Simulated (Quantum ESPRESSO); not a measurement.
Computed results, one entry a study.

```xyz
5
Lattice="3.952 0.000 0.000 0.000 3.952 0.000 0.000 0.000 3.952" Properties=species:S:1:pos:R:3 pbc="T T T" subject="Fixed-spin-moment curve of BaFeO3" method="PBEsol with U = 4.5 eV on Fe d (ortho-atomic projectors); plane waves with GBRV 1.5 PBEsol potentials, no spin-orbit coupling (and 1 further level or step)" program="Quantum ESPRESSO 7.5" settings_of_one_run="GBRV 1.5 PBEsol, cutoff 544.23 eV, 6×6×6 k-mesh, 33 bands, fermi-dirac occupations, smearing width 0.1 eV, collinear spin, SCF threshold 1.00e-8, Hubbard form dudarev, Hubbard projectors ortho-atomic, starting moments 0 4 0 0 0 μB" cost="8 runs, 4.2 min in all on 2 MPI ranks of Arm Neoverse V1, shared host (the runs of this entry)" notes="The run is spin-polarised, with a total moment of 4.15 μB a cell (absolute 4.38). The cell holds one seeded atom, so opposed orders, which may lie lower, cannot form in it. The smearing term is large for its width, so states at the Fermi level are partly filled: at this level the cell is a metal or has a gap of a few widths at most." moment_of_the_free_run="4.15 μB a cell" energy_at_zero_total_moment="2673 meV a cell over the lowest" delta_e_delta_m2_from_the_lowest_point_to_4p67_and_to_3p73_mu_b="200 and 1010 meV/μB²"
Ba    0.000    0.000    0.000
Fe    1.976    1.976    1.976
O     0.000    1.976    1.976
O     1.976    0.000    1.976
O     1.976    1.976    0.000
```

[Logs and program files are shortened in this print: banners, set-up blocks, solver, clock and traceback lines can be left out without a mark of their own.]

[Logs are printed without paths, hosts, clocks, repeated set-up lines and the standing remarks that a program may print on its own settings, such as how far it seeks lower states.]

[Hosts, paths, dates, database ids (printed as entryN), source tags and the programs' standing remarks are cut or masked in the printed files.]

[Where a cell is said to come from a database of computed structures, the database is the Materials Project.]
